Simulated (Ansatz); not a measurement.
# Al chain started as a strip of triangles: one chain at several levels of theory

Aim: how far do the period, the moment and the conductance of the Al chain started as a strip of triangles depend on the functional, the datasets and spin-orbit coupling, and at what cost?

Main program and level: Ansatz 0.2.0; DFT PBE, plane waves, PAW; relaxation of a chain's period, in the first sound run; inputs show where later runs differ.

Report form: the programs' logs are mostly left out.

## 1. Starting point

The cell holds 2 atoms: 2 Al. Its edges and angles: a = 9.000 Å, b = 7.500 Å, c = 2.368 Å, α = 90.0°, β = 90.0°, γ = 90.0°. Vacuum lies along a and b. The structure's axis is c.

## 2. Relaxation of atoms and period, level PBE, cutoff 420 eV

Band widths follow the bond lengths, so the chain is relaxed first. The atoms and the third cell vector are free; the box across stays fixed as vacuum. Moments are seeded so that a magnetic state can form if it lies lower. A Fermi-Dirac smearing is set since the result may be a metal. The pressure printed is a third of the stress's trace over the whole box, vacuum included; only the stress along the axis is relaxed.

File input.yaml:

```yaml
crystal:
  lattice:
    - [9.0, 0.0, 0.0]
    - [0.0, 7.5, 0.0]
    - [0.0, 0.0, 2.36797]
  atoms:
    - { symbol: Al, position: [0.387604444, 0.5, 0.0], spin: 0.5 }
    - { symbol: Al, position: [0.612395556, 0.5, 0.5], spin: 0.5 }
magnetization:
  spin_polarized: true
kpoints:
  mp_grid: { grid: [1, 1, 34] }
scf:
  occupations: { method: fermi_dirac, width: 0.05 }
hamiltonian:
  xc: pbe
relax:
  cell: { fix: [a, b, alpha, beta, gamma] }
  max_steps: 60
```

The run is started by

```sh
> ansatz run input.yaml --threads 4 --pin off --max-ram 8192MiB --backend cpu --events-out ev --progress --plain --runs-dir out
```

It took 12 s on 4 threads of Arm Neoverse N1, shared host; peak memory 0.38 GiB.

The steps of the relaxation:

```
step  energy less that of the first step (eV)  largest force component (eV/Å)  pressure (GPa)  volume (Å³)
   1                                   0.0000                          3.0545            3.81       159.84
   2                                  -0.4177                          1.2765            1.48       163.57
   3                                  -0.5322                          0.5149            0.43       165.42
   4                                  -0.5553                          0.1969           -0.23       165.41
   5                                  -0.5609                          0.0073           -0.08       165.61
  6*                                  -0.5615                          0.0073           -0.07       165.61
```

Relaxation steps marked * repeat the geometry before them on a plane-wave basis chosen anew for their cell, so energy and pressure can jump there.

The run keeps the 8 symmetry operations that it works with, so distortions that break them were not tested.

```csv
cell as run,before,after,change
c (Å),2.368,2.453,+3.6 %
```

The atoms that moved most (Å, along periodic axes as changes of fractional coordinates times the final cell, across vacuum about the mean position):

```csv
atom,dx,dy,dz,length
Al1,-0.196,0.000,0.000,0.196
Al2,0.196,0.000,0.000,0.196
```

Final coordinates:

```xyz
2
Lattice="9.0000 0.0000 0.0000 0.0000 7.5000 0.0000 0.0000 0.0000 2.4534" Properties=species:S:1:pos:R:3
Al    3.2923    3.7500    0.0000
Al    5.7077    3.7500    1.2267
```

This step gave:

- energy at zero smearing: -1072.8280 eV
- cell length along the wire: 2.453 Å

The cell's length comes to 2.453 Å with no moment.

## 3. The perfect wire, level PBE, cutoff 420 eV

This step: DFT PBE, plane waves, PAW; channels and complex bands of a perfect chain (Ansatz 0.2.0).

At the relaxed period the Bloch states of the perfect chain are found at each energy: those that move forward count the open channels, and those that decay describe how a disturbance dies away inside the wire itself. An energy step of 0.035 eV is under the 0.039 eV that the program asks for its thermal average at 300 K.

File input.yaml:

```yaml
crystal:
  lattice:
    - [9.0, 0.0, 0.0]
    - [0.0, 7.5, 0.0]
    - [0.0, 0.0, 2.4534154109]
  atoms:
    - { symbol: Al, position: [0.365809532, 0.5, 0.0] }
    - { symbol: Al, position: [0.634190468, 0.5, 0.5] }
kpoints:
  mp_grid: { grid: [1, 1, 33] }
  band_path: { path: ["Γ", Z], npoints: 60 }
scf:
  occupations: { method: fermi_dirac, width: 0.05 }
hamiltonian:
  xc: pbe
output:
  transmission:
    e_range: [-2, 2]
    de: 0.035
    kmesh: [1, 1]
    reduced_basis: true
    leads: [[0, 0]]
  dos: { projected: true, e_range: [-6, 4] }
  write_potential: true
  write_density: true
  volumetric_format: npy
  elf: true
```

Run time: 29 s. Hardware: 4 threads; peak memory 0.53 GiB; 97 s of CPU time.

Numbers from this step:

* energy at zero smearing: -1072.8265 eV
* channels at the energy nearest the Fermi level, one spin: 2
* conductance of the lead as this run defines it: 2.000 G₀
* band gap: 0 eV

The open channels of the lead, one spin by energy, zero at the Fermi level:

energy (eV), open channels of the lead, one spin and a bar:
```
   -2.000       2.00 ############
   -1.895       2.00 ############
   -1.790       2.00 ############
   -1.685       2.00 ############
   -1.615       2.00 ############
   -1.510       0.00 
   -1.405       1.00 ######
   -1.300       2.00 ############
   -1.195       2.00 ############
   -1.090       2.00 ############
   -0.985       2.00 ############
   -0.915       2.00 ############
   -0.810       2.00 ############
   -0.705       2.00 ############
   -0.600       2.00 ############
   -0.495       2.00 ############
   -0.390       2.00 ############
   -0.285       2.00 ############
   -0.215       2.00 ############
   -0.110       2.00 ############
   -0.005       2.00 ############
    0.100       2.00 ############
    0.205       2.00 ############
    0.310       2.00 ############
    0.415       2.00 ############
    0.485       4.00 ########################
    0.590       4.00 ########################
    0.695       4.00 ########################
    0.800       4.00 ########################
    0.905       4.00 ########################
    1.010       5.00 ##############################
    1.115       5.00 ##############################
    1.185       5.00 ##############################
    1.290       5.00 ##############################
    1.395       5.00 ##############################
    1.500       5.00 ##############################
    1.605       5.00 ##############################
    1.710       5.00 ##############################
    1.815       5.00 ##############################
    1.885       5.00 ##############################
```

The slowest values at each energy, most degenerate partners merged, listed up to 1.5 1/Å. The Im kz of the slowest decaying states by energy, zero at the Fermi level:

```csv
energy (eV),decay 1 (Å⁻¹),decay 2 (Å⁻¹),decay 3 (Å⁻¹),decay 4 (Å⁻¹)
-2.000,0.375,0.426,0.908,1.12
-1.790,0.286,0.349,0.874,1.10
-1.615,0.181,0.267,0.846,1.08
-1.405,0.0591,0.108,0.810,1.05
-1.195,0.0891,0.772,1.03,1.15
-0.985,0.105,0.733,1.000,1.12
-0.810,0.112,0.698,0.976,1.10
-0.600,0.116,0.654,0.948,1.08
-0.390,0.114,0.607,0.918,1.05
-0.215,0.108,0.565,0.893,1.03
-0.005,0.0965,0.510,0.861,0.999
0.205,0.0764,0.447,0.829,0.970
0.415,0.0368,0.375,0.794,0.941
0.590,0.302,0.765,0.915,0.968
0.800,0.178,0.728,0.883,0.939
1.010,0.689,0.850,0.908,0.962
1.185,0.654,0.821,0.882,0.937
1.395,0.610,0.785,0.849,0.907
1.605,0.563,0.747,0.816,0.876
1.815,0.510,0.707,0.780,0.844
```

The electronic bands at the labelled points (eV, zero at the Fermi level):

```csv
point,band 1,band 2,band 3,band 4,band 5,band 6,band 7
Γ,-8.11,-5.07,-1.50,-1.36,0.91,2.79,3.53
halfway,-6.61,-3.60,-0.04,0.07,2.36,4.03,4.25
Z,-2.43,-2.43,1.17,1.17,4.33,4.33,4.36
```

Valence density in the ca plane at fractional y = 0.500, with atoms of Al within 0.2 Å of it. It is the smooth field of the valence electrons, not physical close to the nuclei.

Ten even steps from '_' (0.00 e/Å³) to '@' (0.35 e/Å³), each cell a mean:
```
__________________________
__________________________
__________________________
__________________________
..........................
--------------------------
******++++========++++****
%%%%%%**==::::::::==**%%%%
@@@@%%**--::....::--**%%@@
@@%%%%**==--::::--==**%%%%
########**++++++++**######
############****##########
******################****
----==**##%%%%%%%%##**==--
..::::==##@@@@@@@@##==::::
..::::==##@@@@@@@@##==::::
----==++############++==--
==========================
::::::::::::::::::::::::::
............____..........
__________________________
__________________________
__________________________
__________________________
```
Columns run along c (2.5 Å), rows up along a (9.0 Å). Atoms in or near the plane, at fractional coordinates: Al at (0.00, 0.37), Al at (0.50, 0.63).

ELF in the ca plane at fractional y = 0.500, with atoms of Al within 0.2 Å of it. It is the smooth field of the valence electrons, not physical close to the nuclei.

Values, 24 rows by 13 columns, each cell a mean:
```
0.04 0.04 0.04 0.04 0.04 0.04 0.04 0.04 0.04 0.04 0.04 0.04 0.04
0.13 0.13 0.13 0.13 0.13 0.13 0.14 0.14 0.13 0.13 0.13 0.13 0.13
0.34 0.34 0.34 0.34 0.34 0.34 0.33 0.33 0.34 0.34 0.34 0.34 0.34
0.60 0.60 0.59 0.58 0.57 0.56 0.56 0.56 0.56 0.57 0.58 0.59 0.60
0.79 0.79 0.78 0.77 0.75 0.74 0.73 0.73 0.74 0.75 0.77 0.78 0.79
0.90 0.89 0.88 0.86 0.84 0.81 0.78 0.78 0.81 0.84 0.86 0.88 0.89
0.94 0.93 0.92 0.89 0.80 0.62 0.49 0.49 0.62 0.80 0.89 0.92 0.93
0.94 0.93 0.91 0.75 0.35 0.09 0.14 0.14 0.09 0.35 0.75 0.91 0.93
0.89 0.91 0.81 0.50 0.02 0.20 0.51 0.51 0.20 0.02 0.50 0.81 0.91
0.84 0.82 0.76 0.51 0.18 0.06 0.09 0.09 0.06 0.18 0.51 0.76 0.82
0.75 0.74 0.72 0.66 0.55 0.43 0.37 0.37 0.43 0.55 0.66 0.72 0.74
0.70 0.70 0.69 0.69 0.68 0.68 0.67 0.67 0.68 0.68 0.69 0.69 0.70
0.56 0.58 0.62 0.67 0.70 0.71 0.72 0.72 0.71 0.70 0.67 0.62 0.58
0.13 0.15 0.25 0.48 0.69 0.77 0.79 0.79 0.77 0.69 0.48 0.25 0.15
0.37 0.25 0.02 0.23 0.66 0.84 0.87 0.87 0.84 0.66 0.23 0.02 0.25
0.39 0.24 0.04 0.35 0.79 0.91 0.93 0.93 0.91 0.79 0.35 0.04 0.24
0.18 0.25 0.48 0.78 0.91 0.94 0.94 0.94 0.94 0.91 0.78 0.48 0.25
0.71 0.75 0.82 0.87 0.90 0.91 0.92 0.92 0.91 0.90 0.87 0.82 0.75
0.77 0.78 0.79 0.81 0.83 0.84 0.85 0.85 0.84 0.83 0.81 0.79 0.78
0.65 0.65 0.66 0.67 0.69 0.69 0.70 0.70 0.69 0.69 0.67 0.66 0.65
0.44 0.44 0.45 0.45 0.45 0.46 0.46 0.46 0.46 0.45 0.45 0.45 0.44
0.22 0.22 0.22 0.22 0.22 0.22 0.22 0.22 0.22 0.22 0.22 0.22 0.22
0.07 0.07 0.07 0.07 0.07 0.07 0.07 0.07 0.07 0.07 0.07 0.07 0.07
0.03 0.03 0.03 0.03 0.03 0.03 0.03 0.03 0.03 0.03 0.03 0.03 0.03
```
Columns run along c (2.5 Å), rows up along a (9.0 Å). Atoms in or near the plane, at fractional coordinates: Al at (0.00, 0.37), Al at (0.50, 0.63).

Electrostatic potential energy in the ca plane at fractional y = 0.500, with atoms of Al within 0.2 Å of it. With pseudopotentials it is smooth inside the atoms' cores, unlike the true potential.

Ten even steps from '0' (-20 eV) to '9' (3 eV), each cell a mean:
```
9999999999999
9999999999999
9999999999999
9999999999999
9999888888999
8887766667788
7764211112467
6530013310035
5410146641014
6530023320035
7764211112467
7766665566667
3345677776543
1101356653101
5520035530025
5420035530024
0001367763100
3346788887643
7788899998887
9999999999999
9999999999999
9999999999999
9999999999999
9999999999999
```
Columns run along c (2.5 Å; values clipped at the 3rd and 97th percentile), rows up along a (9.0 Å). Atoms in or near the plane, at fractional coordinates: Al at (0.00, 0.37), Al at (0.50, 0.63).

By hand: the program gives 2.2957 × 10^14 S/m² over the cell's cross-section of 67.50 Å² = 6.750 × 10^-19 m², so one cell conducts 1.550 × 10^-4 S. Divided by G0 = 2e²/h = 7.748 × 10^-5 S this is 2.00 G0, a resistance of 6.45 kΩ.

At the computed energy nearest the Fermi level there are 2 channels a spin, and the thermal average gives 2.00 G₀.

## 4. Relaxation of atoms and period

This step: DFT LDA, plane waves, PAW; relaxation of a chain's period (Ansatz 0.2.0).

The relaxation is repeated under another functional. LDA has no gradient terms and tends to overbind, so it marks the short end of the likely bond lengths.

File input.yaml:

```yaml
crystal:
  lattice:
    - [9.0, 0.0, 0.0]
    - [0.0, 7.5, 0.0]
    - [0.0, 0.0, 2.36797]
  atoms:
    - { symbol: Al, position: [0.387604444, 0.5, 0.0], spin: 0.5 }
    - { symbol: Al, position: [0.612395556, 0.5, 0.5], spin: 0.5 }
magnetization:
  spin_polarized: true
kpoints:
  mp_grid: { grid: [1, 1, 34] }
scf:
  occupations: { method: fermi_dirac, width: 0.05 }
hamiltonian:
  xc: lda
relax:
  cell: { fix: [a, b, alpha, beta, gamma] }
  max_steps: 60
```

Wall time 11 s (4 threads); peak memory 0.35 GiB; 38 s of CPU time.

The steps of the relaxation:

```
step  energy less that of the first step (eV)  largest force component (eV/Å)  pressure (GPa)  volume (Å³)
   1                                   0.0000                          2.7207            3.13       159.84
   2                                  -0.3182                          1.1659            1.27       162.39
   3                                  -0.4121                          0.4454            0.34       163.78
   4                                  -0.4316                          0.1127           -0.21       163.84
   5                                  -0.4332                          0.0261           -0.07       163.82
   6                                  -0.4332                          0.0002           -0.10       163.83
  7*                                  -0.4337                          0.0003           -0.10       163.83
```

Relaxation steps marked * repeat the geometry before them on a plane-wave basis chosen anew for their cell, so energy and pressure can jump there.

The run keeps the 8 symmetry operations that it works with, so distortions that break them were not tested.

```csv
cell as run,before,after,change
c (Å),2.368,2.427,+2.5 %
```

The atoms that moved most (Å, along periodic axes as changes of fractional coordinates times the final cell, across vacuum about the mean position):

| atom | dx | dy | dz | length |
| --- | --- | --- | --- | --- |
| Al1 | -0.178 | 0.000 | 0.000 | 0.178 |
| Al2 | 0.178 | 0.000 | 0.000 | 0.178 |

The relaxed structure:

```cif
data_structure
_symmetry_space_group_name_H-M 'P 1'
_symmetry_Int_Tables_number 1
_cell_length_a 9.0000
_cell_length_b 7.5000
_cell_length_c 2.4271
_cell_angle_alpha 90.000
_cell_angle_beta 90.000
_cell_angle_gamma 90.000
_cell_volume 163.83
loop_
_atom_site_label
_atom_site_type_symbol
_atom_site_fract_x
_atom_site_fract_y
_atom_site_fract_z
_atom_site_occupancy
Al1 Al 0.36786 0.50000 0.00000 1
Al2 Al 0.63214 0.50000 0.50000 1
```

The cell's length comes to 2.427 Å, -1.1 % against the first run, with no moment.

The cell grew by 2.5 % in its periodic edges. First to last step the energy falls by 0.434 eV, across changes of basis; the largest move, 0.18 Å, is that of Al1 and 1 other atom alike.

## 5. The wire at its relaxed period, level LDA, cutoff 420 eV

This step: DFT LDA, plane waves, PAW; channels and complex bands of a perfect chain (Ansatz 0.2.0).

The channels are counted again under LDA, at the period that it gave.

File input.yaml:

```yaml
crystal:
  lattice:
    - [9.0, 0.0, 0.0]
    - [0.0, 7.5, 0.0]
    - [0.0, 0.0, 2.4271221054]
  atoms:
    - { symbol: Al, position: [0.36785805, 0.5, 0.0] }
    - { symbol: Al, position: [0.63214195, 0.5, 0.5] }
kpoints:
  mp_grid: { grid: [1, 1, 33] }
  band_path: { path: ["Γ", Z], npoints: 60 }
scf:
  occupations: { method: fermi_dirac, width: 0.05 }
hamiltonian:
  xc: lda
output:
  transmission:
    e_range: [-2, 2]
    de: 0.035
    kmesh: [1, 1]
    reduced_basis: true
    leads: [[0, 0]]
  dos: { projected: true, e_range: [-6, 4] }
```

Run time: 22 s. Hardware: 4 threads; peak memory 0.49 GiB; 71 s of CPU time.

The open channels of the lead, one spin by energy, zero at the Fermi level:

energy (eV), open channels of the lead, one spin and a bar from the least value:
```
   -2.000       2.00 ########
   -1.895       2.00 ########
   -1.790       2.00 ########
   -1.685       2.00 ########
   -1.615       2.00 ########
   -1.510       1.00 
   -1.405       1.00 
   -1.300       2.00 ########
   -1.195       2.00 ########
   -1.090       2.00 ########
   -0.985       2.00 ########
   -0.915       2.00 ########
   -0.810       2.00 ########
   -0.705       2.00 ########
   -0.600       2.00 ########
   -0.495       2.00 ########
   -0.390       2.00 ########
   -0.285       2.00 ########
   -0.215       2.00 ########
   -0.110       2.00 ########
   -0.005       2.00 ########
    0.100       2.00 ########
    0.205       2.00 ########
    0.310       2.00 ########
    0.415       2.00 ########
    0.485       2.00 ########
    0.590       4.00 ######################
    0.695       4.00 ######################
    0.800       4.00 ######################
    0.905       5.00 ##############################
    1.010       5.00 ##############################
    1.115       5.00 ##############################
    1.185       5.00 ##############################
    1.290       5.00 ##############################
    1.395       5.00 ##############################
    1.500       5.00 ##############################
    1.605       5.00 ##############################
    1.710       5.00 ##############################
    1.815       5.00 ##############################
    1.885       5.00 ##############################
```

At the computed energy nearest the Fermi level there are 2 channels a spin, and the thermal average gives 2.00 G₀.

## 6. The relaxed wire, cutoff 500 eV

This step: DFT r2SCAN, plane waves, PAW; relaxation of a chain's period (Ansatz 0.2.0).

The relaxation is repeated under another functional. r2SCAN also reads the kinetic-energy density; it often gives larger moments and wider gaps than PBE, at a higher cost. Against the first PBE run of this kind, the cutoff is 500 eV against 420.

File input.yaml:

```yaml
crystal:
  lattice:
    - [9.0, 0.0, 0.0]
    - [0.0, 7.5, 0.0]
    - [0.0, 0.0, 2.36797]
  atoms:
    - { symbol: Al, position: [0.387604444, 0.5, 0.0], spin: 0.5 }
    - { symbol: Al, position: [0.612395556, 0.5, 0.5], spin: 0.5 }
magnetization:
  spin_polarized: true
kpoints:
  mp_grid: { grid: [1, 1, 34] }
scf:
  occupations: { method: fermi_dirac, width: 0.05 }
hamiltonian:
  xc: r2scan
relax:
  cell: { fix: [a, b, alpha, beta, gamma] }
  max_steps: 60
```

It took 62 s on 4 threads; peak memory 0.75 GiB; 4 min of CPU time.

Step by step:

```
step  energy less that of the first step (eV)  largest force component (eV/Å)  pressure (GPa)  volume (Å³)
   1                                   0.0000                          2.9833            3.67       159.84
   2                                  -0.3907                          1.1976            1.36       163.37
   3                                  -0.4879                          0.4779            0.37       164.97
   4                                  -0.5091                          0.1401           -0.21       164.94
   5                                  -0.5114                          0.0383           -0.06       165.02
   6                                  -0.5116                          0.0002           -0.10       165.03
  7*                                  -0.5116                          0.0002           -0.10       165.03
```

Relaxation steps marked * repeat the geometry before them on a plane-wave basis chosen anew for their cell, so energy and pressure can jump there.

Forces are held to the 8 operations that the run works with; a distortion that breaks them can't arise in this run.

```
cell as run  before  after  change
      c (Å)   2.368  2.445  +3.2 %
```

The atoms that moved most (Å, along periodic axes as changes of fractional coordinates times the final cell, across vacuum about the mean position):

```
atom      dx     dy     dz  length
 Al1  -0.184  0.000  0.000   0.184
 Al2   0.184  0.000  0.000   0.184
```

Final coordinates:

```xyz
2
Lattice="9.0000 0.0000 0.0000 0.0000 7.5000 0.0000 0.0000 0.0000 2.4449" Properties=species:S:1:pos:R:3
Al    3.3047    3.7500    0.0000
Al    5.6953    3.7500    1.2225
```

The cell's length comes to 2.445 Å, -0.3 % against the first run, with no moment.

[end of part 1 of 2]

[Logs are printed without paths, hosts, clocks, repeated set-up lines and the standing remarks that a program may print on its own settings, such as how far it seeks lower states.]

[Hosts, paths, dates, database ids (printed as entryN), source tags and the programs' standing remarks are cut or masked in the printed files.]
